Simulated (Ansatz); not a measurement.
# Σ5 (210) boundary in bcc Mo: structure and resistance, part 3 of 3

How much does the Σ5 (210) boundary in bcc Mo reflect electrons?

Ansatz 0.2.0; Ansatz plane-wave DFT, LDA, PAW files; relaxation of a bicrystal slab with its lowest layers held; PAW set soft_1 (the session's first sound run).

So far. Step 3 (Transmission across the boundary): Over the solved energies the transmission per spin lies between 1.83 and 1.93, out of 3.55 channels of the lead on average (up to 3.67). Step 4 (Specific resistance): Averaged over the energies near the Fermi level, 52.7 % of the channels pass, which makes 0.722 fΩ m².

## 5. Single-crystal slab for reference

The free faces cost energy too. A single-crystal slab with the same faces and held layers is relaxed, so that they cancel.

This step: Ansatz plane-wave DFT, LDA, PAW files; relaxation of a single-crystal slab with its lowest layers held; PAW set soft_1 (Ansatz 0.2.0).

System of this step: Mo slab, plane (2, 1, 0). The cell holds 28 atoms: 28 Mo. Cell: a = 7.037 Å, b = 3.147 Å, c = 30.000 Å, α = 90.0°, β = 90.0°, γ = 90.0°. It derives from Mo. Vacuum lies along c.

File input.yaml:

```yaml
crystal:
  lattice:
    - [7.0369059252, 0.0, 0.0]
    - [0.0, 3.147, 0.0]
    - [0.0, 0.0, 29.9996459975]
  atoms:
    - { symbol: Mo, position: [0.8999999998, 0.5, 0.1666686334] }
    - { symbol: Mo, position: [0.1999999999, 0.0, 0.1901252632] }
    - { symbol: Mo, position: [0.4999999999, 0.5, 0.2135818931] }
    - { symbol: Mo, position: [0.7999999999, 0.0, 0.237038523] }
    - { symbol: Mo, position: [0.0999999999, 0.5, 0.2604951529] }
    - { symbol: Mo, position: [0.3999999999, 0.0, 0.2839517827] }
    - { symbol: Mo, position: [0.6999999999, 0.5, 0.3074084126] }
    - { symbol: Mo, position: [0.9999999999, 0.0, 0.3308650425] }
    - { symbol: Mo, position: [0.2999999999, 0.5, 0.3543216724] }
    - { symbol: Mo, position: [0.5999999999, 0.0, 0.3777783022] }
    - { symbol: Mo, position: [0.8999999999, 0.5, 0.4012349321] }
    - { symbol: Mo, position: [0.1999999999, 0.0, 0.424691562] }
    - { symbol: Mo, position: [0.4999999999, 0.5, 0.4481481919] }
    - { symbol: Mo, position: [0.7999999999, 0.0, 0.4716048217] }
    - { symbol: Mo, position: [0.0999999999, 0.5, 0.4950614516] }
    - { symbol: Mo, position: [0.3999999999, 0.0, 0.5185180815] }
    - { symbol: Mo, position: [0.6999999999, 0.5, 0.5419747113] }
    - { symbol: Mo, position: [0.9999999999, 0.0, 0.5654313412] }
    - { symbol: Mo, position: [0.2999999999, 0.5, 0.5888879711] }
    - { symbol: Mo, position: [0.6, 0.0, 0.612344601] }
    - { symbol: Mo, position: [0.9, 0.5, 0.6358012308] }
    - { symbol: Mo, position: [0.2, 0.0, 0.6592578607] }
    - { symbol: Mo, position: [0.5, 0.5, 0.6827144906] }
    - { symbol: Mo, position: [0.8, 0.0, 0.7061711205] }
    - { symbol: Mo, position: [0.1, 0.5, 0.7296277503] }
    - { symbol: Mo, position: [0.4, 0.0, 0.7530843802] }
    - { symbol: Mo, position: [0.7, 0.5, 0.7765410101] }
    - { symbol: Mo, position: [0.0, 0.0, 0.79999764] }
kpoints:
  mp_grid: { grid: [4, 7, 1] }
hamiltonian:
  xc: lda
  pseudopotentials: { kind: paw, azcp: { folder: soft_1 }, xc_functional: pbe }
scf:
  occupations: { method: fermi_dirac, width: 0.1 }
relax:
  f_tol: 0.03
  max_steps: 80
  constraints: [{ sites: [0, 1, 2, 3, 4] }]
```

Started as:

```sh
$ ansatz run input.yaml --threads 4 --pin off --max-ram 15360MiB --backend cpu --events-out ev --progress --plain --runs-dir out
```

Numbers of over 12 decimals in the logs are rounded to 6 here.

What it wrote:

```text
Warning: crystal.symmetry: narrowed to the stabiliser of the relax constraints — unitary ops 4 → 2; lowered at sites 0, 1, 2, 3, 4, 23, 24, 25, 26, 27 (the operations that carried what is held of a site onto what its image site leaves free; the constrained walk keeps no symmetry that its constraints do not admit)
[...]
Crystal: 28 atoms, lattice volume = 664.346 Å³
Basis set: ecut = 420 eV, 13009 PW (Γ)
Bands: 236, of which v1, the nominal top of the filled ones, is band 196 counted from 1 (195 counted from 0)
Symmetry: 2 space group operations
k-points: 12 of 28 (time reversal used)
[...]
SCF iter   1: F=—  HF=-135615.210846 eV  |F-HF|=—  |Δ(HF+E_count)|=         —  Δρ=9.22e-2  dr2=3.34e2  ethr=3.10e-3  ⟨swp⟩=8.7  Hψ=12907  notcnv=0
[...]
SCF iter   9: F=-135589.863132 eV  HF=-135589.863134 eV  |F-HF|=2.13e-6  |Δ(HF+E_count)|=   1.02e-6  Δρ=1.73e-5  dr2=4.09e-6  ethr=5.74e-9  ⟨swp⟩=5.0  Hψ=8656  notcnv=0
SCF 1 converged in 9 iterations: F = -135589.863132 eV  dr2 = 4.09e-6
[...]
relax step   1: F+E_penalty+E_count = -135589.86313183 eV  Δ(F+E_penalty+E_count) = +0.000e0 eV  max|allowed force component| = 2.475e0 eV/Å  Δτ_max = 0.0000 Å  (9 SCF iters, dr2 threshold 2.25e-5 eV, accepted)
[...]
SCF iter   6: F=-135590.330585 eV  HF=-135590.330591 eV  |F-HF|=5.69e-6  |Δ(HF+E_count)|=   1.15e-5  Δρ=2.98e-5  dr2=1.09e-5  ethr=4.82e-9  ⟨swp⟩=2.1  Hψ=10503  notcnv=0
SCF 2 converged in 6 iterations: F = -135590.330585 eV  dr2 = 1.09e-5
relax step   2: F+E_penalty+E_count = -135590.33058546 eV  Δ(F+E_penalty+E_count) = -4.675e-1 eV  max|allowed force component| = 6.265e-1 eV/Å  Δτ_max = 0.1949 Å  (6 SCF iters, dr2 threshold 1.00e-4 eV, accepted)
[...]
SCF iter   7: F=-135590.519978 eV  HF=-135590.519984 eV  |F-HF|=6.33e-6  |Δ(HF+E_count)|=   9.27e-7  Δρ=2.20e-5  dr2=7.99e-6  ethr=6.26e-9  ⟨swp⟩=5.0  Hψ=9866  notcnv=0
SCF 3 converged in 7 iterations: F = -135590.519978 eV  dr2 = 7.99e-6
[...]
relax step   3: F+E_penalty+E_count = -135590.51997759 eV  Δ(F+E_penalty+E_count) = -1.894e-1 eV  max|allowed force component| = 2.969e-1 eV/Å  Δτ_max = 0.1947 Å  (7 SCF iters, dr2 threshold 2.45e-5 eV, accepted)
[...]
relax step   4: F+E_penalty+E_count = -135590.61552493 eV  Δ(F+E_penalty+E_count) = -9.555e-2 eV  max|allowed force component| = 1.976e-1 eV/Å  Δτ_max = 0.1884 Å  (8 SCF iters, dr2 threshold 5.65e-6 eV, accepted)
[...]
relax step   5: F+E_penalty+E_count = -135590.63388171 eV  Δ(F+E_penalty+E_count) = -1.836e-2 eV  max|allowed force component| = 9.729e-2 eV/Å  Δτ_max = 0.0795 Å  (7 SCF iters, dr2 threshold 8.77e-6 eV, accepted)
[...]
relax step   6: F+E_penalty+E_count = -135590.63705345 eV  Δ(F+E_penalty+E_count) = -3.172e-3 eV  max|allowed force component| = 1.538e-2 eV/Å  Δτ_max = 0.0210 Å  (5 SCF iters, dr2 threshold 2.30e-6 eV, accepted)
[...]
SCF iter   4: F=-135590.637055 eV  HF=-135590.637055 eV  |F-HF|=2.02e-8  |Δ(HF+E_count)|=   1.69e-8  Δρ=1.41e-6  dr2=2.71e-8  ethr=2.55e-11  ⟨swp⟩=5.0  Hψ=9546  notcnv=0
SCF 7 converged in 4 iterations: F = -135590.637055 eV  dr2 = 2.71e-8
relax step   7: F+E_penalty+E_count = -135590.63705467 eV  Δ(F+E_penalty+E_count) = -1.218e-6 eV  max|allowed force component| = 1.542e-2 eV/Å  Δτ_max = 0.0000 Å  (4 SCF iters, accepted)
SCF converged after 4 iterations
Free energy (F): -135590.637055 eV
[...]
Internal energy: -135589.900779 eV  (E = F + TS)
E sigma→0 (E₀):  -135590.268917 eV
Entropy (-TS):   -0.736275 eV (-26.296 meV/atom)
Fermi energy:    12.231896 eV
[...]
--- Forces (eV/Å), atoms counted from 1 ---
  atom   1  Mo     0.95132748     0.00000000     2.44294209
  atom   2  Mo    -1.08888222     0.00000000     0.51022449
  atom   3  Mo    -0.16908009     0.00000000    -0.16180748
  atom   4  Mo     0.15830472     0.00000000    -1.54423375
  atom   5  Mo     0.13878488     0.00000000    -1.23820890
  atom   6  Mo     0.00030116     0.00000000     0.00212561
  atom   7  Mo    -0.00130368     0.00000000    -0.00134108
  atom   8  Mo     0.00307565     0.00000000     0.00119111
  atom   9  Mo    -0.00005227     0.00000000    -0.00738650
  atom  10  Mo    -0.00257791     0.00000000     0.00540202
  atom  11  Mo     0.00295121     0.00000000    -0.00298334
  atom  12  Mo    -0.00202597     0.00000000     0.00707663
  atom  13  Mo     0.00346589     0.00000000    -0.00887034
  atom  14  Mo    -0.00460922     0.00000000     0.00597666
  atom  15  Mo     0.00242751     0.00000000    -0.00731185
  atom  16  Mo     0.00194073     0.00000000     0.00881995
  atom  17  Mo     0.00904961     0.00000000    -0.01154182
  atom  18  Mo    -0.00348663     0.00000000     0.00245251
  atom  19  Mo     0.00092775     0.00000000    -0.00510303
  atom  20  Mo    -0.00058194     0.00000000     0.00044724
  atom  21  Mo    -0.00011329     0.00000000     0.00782249
  atom  22  Mo    -0.01198618     0.00000000     0.00762531
  atom  23  Mo     0.01032111     0.00000000    -0.01542048
  atom  24  Mo    -0.00223265     0.00000000    -0.00684021
  atom  25  Mo    -0.00746712     0.00000000    -0.00400836
  atom  26  Mo     0.00890998     0.00000000     0.01364839
  atom  27  Mo     0.01087638     0.00000000    -0.00661904
  atom  28  Mo    -0.00809544     0.00000000     0.00597305
  max |Σ_I F_I| component: 1.69e-4 eV/Å
--- Relaxed structure (7 steps of the walk, 7 accepted, 0 SCFs on fresh bases) ---
  F+E_penalty+E_count = -135590.63705467 eV   max|allowed force component| = 1.542e-2 eV/Å
  atoms:
    - { symbol: Mo, position: [0.900000, 0.500000, 0.166669] }
    - { symbol: Mo, position: [0.200000, 0.0, 0.190125] }
    - { symbol: Mo, position: [0.500000, 0.500000, 0.213582] }
    - { symbol: Mo, position: [0.800000, 0.0, 0.237039] }
    - { symbol: Mo, position: [0.100000, 0.500000, 0.260495] }
    - { symbol: Mo, position: [0.402460, 0.0, 0.280773] }
    - { symbol: Mo, position: [0.702324, 0.500000, 0.305775] }
    - { symbol: Mo, position: [1.002612, 0.0, 0.328697] }
    - { symbol: Mo, position: [0.302391, 0.500000, 0.351098] }
    - { symbol: Mo, position: [0.600609, 0.0, 0.373707] }
    - { symbol: Mo, position: [0.902290, 0.500000, 0.397555] }
    - { symbol: Mo, position: [0.203154, 0.0, 0.420000] }
    - { symbol: Mo, position: [0.503042, 0.500000, 0.443375] }
    - { symbol: Mo, position: [0.803475, 0.0, 0.465799] }
    - { symbol: Mo, position: [0.104140, 0.500000, 0.489497] }
    - { symbol: Mo, position: [0.404826, 0.0, 0.511864] }
    - { symbol: Mo, position: [0.705240, 0.500000, 0.535321] }
    - { symbol: Mo, position: [1.005406, 0.0, 0.557715] }
    - { symbol: Mo, position: [0.307292, 0.500000, 0.581484] }
    - { symbol: Mo, position: [0.604923, 0.0, 0.603874] }
    - { symbol: Mo, position: [0.906391, 0.500000, 0.626937] }
    - { symbol: Mo, position: [0.204223, 0.0, 0.649761] }
    - { symbol: Mo, position: [0.504675, 0.500000, 0.673924] }
    - { symbol: Mo, position: [0.804561, 0.0, 0.694830] }
    - { symbol: Mo, position: [0.110609, 0.500000, 0.720200] }
    - { symbol: Mo, position: [0.417604, 0.0, 0.740816] }
    - { symbol: Mo, position: [0.715750, 0.500000, 0.762901] }
    - { symbol: Mo, position: [-0.00746408, 0.0, 0.780409] }
```

The job ended after 8.8 min (4 threads of Arm Neoverse V1, shared host; peak memory 3.4 GiB).

Step by step:

```csv
step,energy less that of the first step (eV),largest force component (eV/Å)
1,0.0000,2.4752
2,-0.4675,0.6265
3,-0.6568,0.2969
4,-0.7524,0.1976
5,-0.7707,0.0973
6,-0.7739,0.0154
7,-0.7739,0.0154
```

The atoms that moved most (Å):

```csv
atom,dx,dy,dz,length
Mo28,-0.053,0.000,-0.588,0.590
Mo27,0.111,0.000,-0.409,0.424
Mo26,0.124,0.000,-0.368,0.388
Mo24,0.032,0.000,-0.340,0.342
Mo25,0.075,0.000,-0.283,0.293
Mo22,0.030,0.000,-0.285,0.286
Mo21,0.045,0.000,-0.266,0.270
Mo23,0.033,0.000,-0.264,0.266
```

The relaxed structure:

```
Mo
1.0
     7.03691    0.00000    0.00000
     0.00000    3.14700    0.00000
     0.00000    0.00000   29.99965
Mo
28
Direct
  0.90000 0.50000 0.16667
  0.20000 0.00000 0.19013
  0.50000 0.50000 0.21358
  0.80000 0.00000 0.23704
  0.10000 0.50000 0.26050
  0.40246 0.00000 0.28077
  0.70232 0.50000 0.30578
  0.00261 0.00000 0.32870
  0.30239 0.50000 0.35110
  0.60061 0.00000 0.37371
  0.90229 0.50000 0.39756
  0.20315 0.00000 0.42000
  0.50304 0.50000 0.44337
  0.80348 0.00000 0.46580
  0.10414 0.50000 0.48950
  0.40483 0.00000 0.51186
  0.70524 0.50000 0.53532
  0.00541 0.00000 0.55771
  0.30729 0.50000 0.58148
  0.60492 0.00000 0.60387
  0.90639 0.50000 0.62694
  0.20422 0.00000 0.64976
  0.50467 0.50000 0.67392
  0.80456 0.00000 0.69483
  0.11061 0.50000 0.72020
  0.41760 0.00000 0.74082
  0.71575 0.50000 0.76290
  0.99254 0.00000 0.78041
```

This step gave:

```yaml
free_energy: -135590.6371 eV
energy_at_zero_smearing: -135590.2689 eV
fermi_energy: 12.23 eV
```

The largest force component on a free atom ends at 0.015 eV/Å, under the tolerance of 0.03, after 7 steps.

## 6. Bulk reference

The perfect crystal gives the energy per atom, for the atoms by which bicrystal and slab differ.

This step: Ansatz plane-wave DFT, LDA, PAW files; bulk reference; PAW set soft_1 (Ansatz 0.2.0).

System of this step: Mo. It takes space group Im-3m (No. 229, cubic). The conventional cell has a = 3.147 Å, b = 3.147 Å, c = 3.147 Å, α = 90.00°, β = 90.00°, γ = 90.00°. Nearest to Mo lie 8 Mo at 2.73 Å.

input.yaml, the sections that differ from step 5:

```yaml
crystal:
  lattice:
    - [-1.5735, 1.5735, 1.5735]
    - [1.5735, -1.5735, 1.5735]
    - [1.5735, 1.5735, -1.5735]
  atoms:
    - { symbol: Mo, position: [0.0, 0.0, 0.0] }
kpoints:
  mp_grid: { grid: [19, 19, 19] }
# hamiltonian, scf: as in step 5
# relax: removed
```

What it wrote:

```text
[...]
Crystal: 1 atoms, lattice volume = 15.583 Å³
Basis set: ecut = 420 eV, 321 PW (Γ)
Bands: 11, of which v1, the nominal top of the filled ones, is band 7 counted from 1 (6 counted from 0)
Symmetry: 48 space group operations
[...]
k-points: 220 of 6859
[...]
SCF iter   1: F=—  HF=-4843.614037 eV  |F-HF|=—  |Δ(HF+E_count)|=         —  Δρ=1.10e-1  dr2=1.85e0  ethr=3.10e-3  ⟨swp⟩=5.0  Hψ=13487  notcnv=0
[...]
SCF iter   6: F=-4842.882627 eV  HF=-4842.882627 eV  |F-HF|=6.37e-11  |Δ(HF+E_count)|=   2.17e-8  Δρ=4.23e-6  dr2=1.31e-9  ethr=7.14e-10  ⟨swp⟩=2.0  Hψ=4826  notcnv=0
SCF 1 converged in 6 iterations: F = -4842.882627 eV  dr2 = 1.31e-9
[...]
SCF converged after 6 iterations
Free energy (F): -4842.882627 eV
[...]
Internal energy: -4842.861458 eV  (E = F + TS)
E sigma→0 (E₀):  -4842.872042 eV
Entropy (-TS):   -0.021169 eV (-21.169 meV/atom)
Fermi energy:    20.867515 eV
[...]
```

It took 0.66 s on 4 threads; peak memory 0.29 GiB; 1.9 s of CPU time.

Numbers from this step:

- free energy: -4842.8826 eV
- energy at zero smearing: -4842.8720 eV
- Fermi energy: 20.87 eV

## 7. Boundary energy

This step: Ansatz plane-wave DFT, LDA, PAW files; bicrystal less single-crystal slab less bulk atoms, a boundary area; PAW set soft_1 (Ansatz 0.2.0).

Numbers from this step:

- excess energy of the cell: 2.989 eV
- boundary energy: 2.162 J/m²

The boundary costs 2.2 J/m².

By hand: 2.99 eV / 22.14 Å² × 16.02 = 2.16 J/m².

## 8. Results

* specific resistance of the boundary: 0.722 fΩ m²
* share of channels that pass: 0.527
* boundary energy: 2.16 J/m²

In words: The boundary has a specific resistance of 0.72 fΩ m² and an energy of 2.2 J/m². The boundary reflects 47 % of the channels; 0.72 fΩ m² is 7.2×10⁻¹² Ω·cm². That equals the resistance of 13 nm of bulk Mo at 300 K (measured 5.52 µΩ cm, CRC Handbook of Chemistry and Physics, 84th ed., 2003, Electrical Resistivity of Pure Metals). One starting structure was relaxed; another shift or atom count at the boundary may lie lower.

[Logs are printed without paths, hosts, clocks, repeated set-up lines and the standing remarks that a program may print on its own settings, such as how far it seeks lower states.]

[Hosts, paths, dates, database ids (printed as entryN), source tags and the programs' standing remarks are cut or masked in the printed files.]
